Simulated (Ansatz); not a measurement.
# BN (F-43m): phonons and vibrational spectra, part 2 of 3

Aim: the vibrations of BN (F-43m), their spectra, and whether the structure is stable.

Ansatz 0.2.0; DFT PBE+D3(BJ), scalar-relativistic, plane waves, PAW.

So far. Step 3 (Tight relaxation): The forces vanish by symmetry and the pressure is -0.008 GPa, within the tolerances set. The cell now holds 5.86 Å³/atom. The relaxed cell has a = 3.607 Å (conventional setting).

### Step 4. The dispersion

Stability and thermal properties need the whole zone. Linear response on a 4×4×4 q mesh gives force constants as far as a supercell of that size would.

Input file input.yaml:

```yaml
crystal:
  lattice:
    - [0.0, 1.8032643345, 1.8032643345]
    - [1.8032643345, 0.0, 1.8032643345]
    - [1.8032643345, 1.8032643345, 0.0]
  atoms:
    - { symbol: B, position: [0.0, 0.0, 0.0] }
    - { symbol: "N", position: [0.75, 0.75, 0.75] }
kpoints:
  mp_grid: { grid: [12, 12, 12] }
hamiltonian:
  xc: pbe
  dispersion: d3bj
scf:
  occupations: { method: fixed }
output:
  eigenvalues: true
phonons:
  method: dfpt
  dielectric: true
  rigid_motions: translations
  raman: true
  qmesh: [4, 4, 4]
  temperatures: { t_max: 1000, t_step: 50 }
  qpath:
    path:
      - [[0.0, 0.0, 0.0], [-0.5, -0.5, 0.0], [-0.375, -0.375, 0.25]]
      - [[-0.375, 0.0, 0.375], [0.0, 0.0, 0.0], [0.0, 0.0, 0.5], [-0.5, -0.25, 0.25], [-0.5, -0.5, 0.0]]
    npoints: 10
```

Command:

```sh
ansatz run input.yaml --threads 4 --pin off --max-ram 7168MiB --backend cpu --events-out ev --progress --plain --runs-dir out
```

Numbers of over 12 decimals in the logs are rounded to 6 here.

The log of the run:

```text
Warning: phonons: the dynamical matrix that this run interpolates holds no multipole term above the dipole-dipole one, and a site of this crystal is no centre of inversion, so its interpolated transverse optical and acoustic branches and sound speeds can stay off near Gamma, and the density of states and the thermodynamics with them. What a run solves at a wave vector of phonons.qpoints, Gamma apart, where the deck admits one, is free of this, and under fd what a larger phonons.supercell samples
[...]
Crystal: 2 atoms, lattice volume = 11.728 Å³
Basis set: ecut = 420 eV, 259 PW (Γ), exchange–correlation on 36×36×36 points (8 copies of the dense FFT grid, shifted against one another)
Bands: 8, of which v1, the nominal top of the filled ones, is band 4 counted from 1 (3 counted from 0)
Symmetry: 24 space group operations
k-points: 280 of 1728 (irreducible under 4 space group operations, time reversal used)
[...]
SCF iter   1: F=—  HF=-542.693937 eV  |F-HF|=—  |Δ(HF+E_count)|=         —  Δρ=1.52e-3  dr2=1.24e-4  ethr=1.77e-3  ⟨swp⟩=3.9  Hψ=12705  notcnv=0  defer=446
[...]
SCF iter   6: F=-542.694147 eV  HF=-542.694147 eV  |F-HF|=8.07e-12  |Δ(HF+E_count)|=   4.94e-9  Δρ=7.76e-7  dr2=2.40e-11  ethr=1.25e-12  ⟨swp⟩=5.1  Hψ=13040  notcnv=0
SCF 1 converged in 6 iterations: F = -542.694147 eV  dr2 = 2.40e-11
[...]
NSCF: frozen V_eff on 1 k-points
DFPT response loops at Γ: preconditioner auto → none (the input reference at scf.mixing.eps_inf says where Resta's filter doesn't serve); β = 0.50; Broyden in place of MSR1
── the response to a field inside a basis, on 12×12×12 k-points: an SCF that follows is theirs, and a resumed run solves both again ──
Bands: 5, of which v1, the nominal top of the filled ones, is band 4 counted from 1 (3 counted from 0)
k-points: 182
[...]
Eigensolver: Dense (182 Hₖ)
SCF iter   1: F=—  HF=-542.698860 eV  |F-HF|=—  |Δ(HF+E_count)|=         —  Δρ=7.65e-4  dr2=8.60e-6  ethr=1.00e-1
[...]
SCF iter   5: F=-542.698879 eV  HF=-542.698879 eV  |F-HF|=2.55e-11  |Δ(HF+E_count)|=   2.87e-9  Δρ=9.82e-7  dr2=3.40e-11  ethr=6.45e-11
SCF 1 converged in 5 iterations: F = -542.698879 eV  dr2 = 3.40e-11
[...]
SCF converged after 6 iterations
Free energy (F): -542.694147 eV
[...]
Internal energy: -542.694147 eV  (E = F + TS)
E sigma→0 (E₀):  -542.694147 eV
Fermi energy:    11.293131 eV
[...]
--- Band table (eV; the first three rows and the last of 280) ---
[...]
--- Phonons (Γ-DFPT): 2 representative perturbations + reference, on 280 of 1728 k-points (Σ response iterations 6) ---
  k mesh reduced under 4 symmetry operations, with k and −k counted as one. Each operation leaves every solved perturbation unchanged. A smaller set is not considered because the run solves the response to a homogeneous field
  ASR residual: 2.334e-4 → 0.000e0 eV/Å²; symmetrization residual: 9.719e-7 eV/Å²
  pairwise dispersion correction: d3bj (s6 = 1.0, s8 = 0.7875, a1 = 0.4289, a2_bohr = 4.4407), with the weights of each atom's references fixed at the reference crystal's, and the forces and stress that the weights' published response gives there kept as a pressure on the atom's counted neighbours (hamiltonian.dispersion)
  ASR residual per site (eV/Å²): 3.50e-5 2.33e-4
  Γ frequencies (cm⁻¹): 0.00 0.00 0.00 1045.92 1045.92 1045.92
  ε∞ (high-frequency dielectric tensor):
        4.598848     0.000000     0.000000
       -0.000000     4.598848    -0.000000
        0.000000     0.000000     4.598848
  ε⁰ (static dielectric tensor: ions relaxed, cell fixed):
        6.885353     0.000000     0.000000
       -0.000000     6.885353    -0.000000
        0.000000    -0.000000     6.885353
  ε⁰ − ε∞ (ionic part):
        2.286505     0.000000     0.000000
        0.000000     2.286505    -0.000000
        0.000000    -0.000000     2.286505
  softest optical mode at Γ: 1045.92 cm⁻¹; the repairs (sum rule, projections) moved no ω² at Γ by more than (2.16 cm⁻¹)²
  Born effective charges Z* (e; rows j = field, columns β = displacement):
    site 0:
         1.90717   -0.00000    0.00000
         0.00000    1.90717    0.00000
         0.00000   -0.00000    1.90717
    site 1:
        -1.90717    0.00000   -0.00000
        -0.00000   -1.90717   -0.00000
        -0.00000    0.00000   -1.90717
  Z* charge neutrality: 6.951e-6 e pre-enforcement
  k-mesh period / interband length: 30.6 Å / 1.29 Å = 23.66 at k = (0.0000, 0.0000, 0.0000), direct gap 8.865 eV — 14 or more, which is no proof of convergence
  Raman tensors (in the event stream and the table raman_tensors.tsv): an entry may err by 1.1e-3 Å², one of the second-order susceptibility by 4.2e-3 pm/V (basis, points and sum rule); their sum over the sites missed zero by 3.352e-6 Å² ahead of its enforcement
  optical modes at Γ without the LO–TO term, one row a degenerate level:
      ω (cm⁻¹)  modes    IR ((D/Å)²/amu)  static Raman (Å⁴/amu)  depolarisation
       1045.92      3            41.2613                21.7301           0.750
  optical modes at Γ + LO–TO along q̂ = [1.0000, 0.0000, 0.0000]:
      ω (cm⁻¹)  modes    IR ((D/Å)²/amu)  static Raman (Å⁴/amu)  depolarisation
       1045.92      2            27.5075                14.4868           0.750
       1279.79      1            13.7538                15.1361           0.750
  optical modes at Γ + LO–TO along q̂ = [0.0000, 1.0000, 0.0000]:
      ω (cm⁻¹)  modes    IR ((D/Å)²/amu)  static Raman (Å⁴/amu)  depolarisation
       1045.92      2            27.5075                14.4868           0.750
       1279.79      1            13.7538                15.1361           0.750
  optical modes at Γ + LO–TO along q̂ = [0.0000, 0.0000, 1.0000]:
      ω (cm⁻¹)  modes    IR ((D/Å)²/amu)  static Raman (Å⁴/amu)  depolarisation
       1045.92      2            27.5075                14.4868           0.750
       1279.79      1            13.7538                15.1361           0.750
--- Phonons (arbitrary-q DFPT): 8 irreducible q on the 4×4×4 mesh ---
  q = [0.0000, 0.0000, 0.0000] (star 1, of the zone-centre solve; hermiticity 7.92e-8, symmetrization 2.41e-15): 0.00 0.00 0.00 1045.92 1045.92 1045.92
  q = [0.0000, 0.0000, 0.2500] (star 8, 2 solved perturbations on 936 of 1728 k-point pairs; hermiticity 4.16e-8, symmetrization 8.48e-15): 351.52 351.52 630.32 1014.46 1014.46 1242.98
[...]
q = [0.0000, 0.2500, 0.2500] (star 6, 4 solved perturbations in 1608 linear systems a pass and spin channel, the states on 510 of 1728 k-point pairs; hermiticity 3.55e-8, symmetrization 8.38e-15): 471.92 471.92 650.06 995.08 995.08 1255.06
[...]
sum rule: each row above includes the acoustic sum rule's correction from the zone centre's row sums; it moved no ω² by more than (2.13 cm⁻¹)²
  mesh force constants: q→R imaginary residual 1.98e-18; ASR residual 2.334e-4 → 0.000e0 eV/Å²; symmetrization residual 2.842e-14 eV/Å²
  interpolated dispersion: 63 rows × 6 modes
  density of states and harmonic sums: on the 32×32×32 q-mesh, interpolated from the force constants of a 4×4×4 supercell (with the dipole–dipole term)
  largest difference from the sums on the solved wave vectors: F 5.32e-3 eV, S 9.47e-6 and C_V 3.93e-6 eV/K
  zero-point energy: 0.316313 eV/cell   skipped modes (ω ≤ 0): 3   left out of the sums: 1.53e-5 of the cell's modes: C_V's classical limit lies that fraction below 3 k_B per atom; for a crystal, a wire or a layer, F and S can be off by more, and a phonons.interpolated_qmesh denser along its periods is the remedy for the sampling
```

Wall time 85 s (4 threads of Intel Xeon 6975P-C (Granite Rapids), shared host); peak memory 0.95 GiB.

Reading the cycles: dr2 is the Hartree energy of the density residual (eV), the measure of convergence; HF is the Harris–Foulkes estimate of the energy, which meets the free energy F at convergence.

This step gave:

| Item | Value |
| --- | --- |
| sum-rule residual before enforcement | 2.33e-4 eV/Å² |
| miss of the charge sum rule | 6.95e-6 e |
| lowest frequency on the path | 0 cm⁻¹ |
| point group | -43m |
| highest frequency on the path or at a solved wavevector | 1280 cm⁻¹ |
| mean frequency | 850.4 cm⁻¹ |
| Debye temperature (second moment) | 1638 K |
| logarithmic mean frequency | 810.6 cm⁻¹ |
| highest optical mode at the zone centre (no LO-TO term) | 1046 cm⁻¹ |
| lowest optical zone-centre mode | 1046 cm⁻¹ |
| mean high-frequency dielectric constant | 4.599 |
| largest Born charge (third of the trace) | 1.907 e |
| mean static dielectric constant | 6.885 |
| top of the zone-centre spectrum with the field | 1280 cm⁻¹ |
| lowest mode on the q mesh (acoustic modes at Γ apart) | 351.5 cm⁻¹ |
| zero-point energy per atom | 158.2 meV |

Optical modes at the zone centre, without and with the macroscopic field of the longitudinal modes; each column is sorted by frequency, so a row need not hold one and the same mode. Modes with and without the field, by row:

| rank among optical modes | no field (cm⁻¹) | q along (1, 0, 0) (cm⁻¹) |
| --- | --- | --- |
| 1 | 1046 | 1046 |
| 2 | 1046 | 1046 |
| 3 | 1046 | 1280 |

Born charge (rows field, columns displacement) (e), principal values of the symmetric part by kind of site:

```csv
atom,atoms with these values,low,middle,high,mean
B1,1,1.91,1.91,1.91,1.91
N2,1,-1.91,-1.91,-1.91,-1.91
```

In full for B1:

```
1.91 0.00 0.00
0.00 1.91 0.00
0.00 0.00 1.91
```

High-frequency dielectric tensor:

```
4.60 0.00 0.00
0.00 4.60 0.00
0.00 0.00 4.60
```

Static dielectric tensor (ions relaxed, fixed cell):

```
6.89 0.00 0.00
0.00 6.89 0.00
0.00 0.00 6.89
```

Transverse modes. Infrared lines, with heights relative to the strongest:

| position (cm⁻¹) | label | relative intensity |
| --- | --- | --- |
| 1046 | T2 | 100 |

Activity x (w_L - w)^4 (n + 1)/w, 532 nm, 300 K; modes without the macroscopic field alone. Raman lines, with heights relative to the strongest:

```
position (cm⁻¹)  label  relative intensity
           1046     T2                 100
```

Static second-order susceptibility (pm/V), twice the coefficient d of second-harmonic generation. Second order susceptibility, by row:

```csv
field along,xx,yy,zz,yz,xz,xy
x,0,0,0,-5.41,0,0
y,0,0,0,0,-5.41,0
z,0,0,0,0,0,-5.41
```

Frequencies (cm⁻¹) solved at each irreducible wavevector; negative means imaginary. Frequencies by wavevector, by row:

```
q in reciprocal lattice units  star  mode 1  mode 2  mode 3  mode 4  mode 5  mode 6
                        0 0 0     1       0       0       0    1046    1046    1046
                     0 0 0.25     8   351.5   351.5   630.3    1014    1014    1243
                     0 0 -0.5     4   484.3   484.3   974.4   986.9   986.9    1134
                  0 0.25 0.25     6   471.9   471.9   650.1   995.1   995.1    1255
                  0 0.25 -0.5    24   602.2   718.5   882.9   948.9   990.5    1124
                 0 0.25 -0.25    12   529.3   689.8   786.4   963.7    1023    1141
                  0 -0.5 -0.5     3   697.8   697.8   908.4   908.4    1012    1153
              0.25 -0.5 -0.25     6   777.9   807.7   875.9   969.8   976.9    1007
```

Interpolated from a 4×4×4 q mesh, with the LO-TO term (at Γ the limit along the path; where Γ stands inside the path, tables give the limit on arrival). Phonon branches along the path, in cm⁻¹:

| point | branch 1 | branch 2 | branch 3 | branch 4 | branch 5 | branch 6 |
| --- | --- | --- | --- | --- | --- | --- |
| Γ | 0 | 0 | 0 | 1046 | 1046 | 1280 |
| halfway | 472 | 472 | 650 | 995 | 995 | 1255 |
| X | 698 | 698 | 908 | 908 | 1012 | 1153 |
| halfway | 689 | 749 | 902 | 911 | 1009 | 1125 |
| U | 661 | 859 | 880 | 921 | 974 | 1082 |
| jump to K | 661 | 859 | 880 | 921 | 974 | 1082 |
| halfway | 421 | 536 | 668 | 995 | 1025 | 1208 |
| Γ | 0 | 0 | 0 | 1046 | 1046 | 1280 |
| halfway | 352 | 352 | 630 | 1014 | 1014 | 1243 |
| L | 484 | 484 | 974 | 987 | 987 | 1134 |
| halfway | 596 | 690 | 943 | 954 | 1001 | 1074 |
| W | 778 | 808 | 876 | 970 | 977 | 1007 |
| halfway | 732 | 747 | 898 | 915 | 1010 | 1095 |
| X | 698 | 698 | 908 | 908 | 1012 | 1153 |

The phonon branches as a text plot (rows in cm⁻¹):

```
   1253 |********                ************
   1200 |        ***            *            ***
   1146 |           ****     ***                ***            **
   1093 |               *****                      ****      **
   1040 |****                ****************          ***  *
    987 |    ****   ******* *  ***           ********************
    933 |        **************                 *    ****  ******
    880 |              ******                  *        *******
    827 |        *       * * **               *          ***
    773 |       *      **   *                           ******
    720 |            **      ***             *         *     ****
    667 |      *  ***  ****     *                     * *
    613 |        *         **  *            *        ***
    560 |    ** *            ** **                  **
    507 |                      *           *     ****
    453 |      *                 ***          ***
    400 |   ***                 *         *  *
    347 |                        ***        *
    293 |  **                       *    * *
    240 |                         ***     *
    187 |  *                        **
    133 | *                          *  **
     80 | *                          *  *
     27 |*                            **
         Γ           X  U|K            Γ         L        W     X
```

The phonon density of states has structure finer than the step of the table below, so its rows give means over 50 cm⁻¹, whole bins alone (the curve runs from 5 to 1285 cm⁻¹). Peaks (cm⁻¹: height): 885.0: 0.0115, 1005.0: 0.0307, 1085.0: 0.00669.

Tetrahedra on a 32×32×32 mesh, mean over bins of 10 cm-1. Interpolated from a 4×4×4 q mesh. Phonon density of states against wavenumber; means over each step:

```
wavenumber (cm⁻¹)  phonon density of states (1/cm⁻¹/cell)
               50                                  1.8e-5
              100                                  8.5e-5
              150                                  2.0e-4
              200                                  3.6e-4
              250                                  5.8e-4
              300                                  8.9e-4
              350                                 0.00131
              400                                 0.00191
              450                                 0.00296
              500                                 0.00494
              550                                 0.00550
              600                                 0.00592
              650                                 0.00641
              700                                 0.00620
              750                                 0.00469
              800                                 0.00457
              850                                 0.00403
              900                                 0.00903
              950                                  0.0152
             1000                                  0.0232
             1050                                 0.00445
             1100                                 0.00580
             1150                                 0.00477
             1200                                 0.00385
             1250                                 0.00301
```

[end of part 2 of 3]

[Logs are printed without paths, hosts, clocks, repeated set-up lines and the standing remarks that a program may print on its own settings, such as how far it seeks lower states.]

[Hosts, paths, dates, database ids (printed as entryN), source tags and the programs' standing remarks are cut or masked in the printed files.]
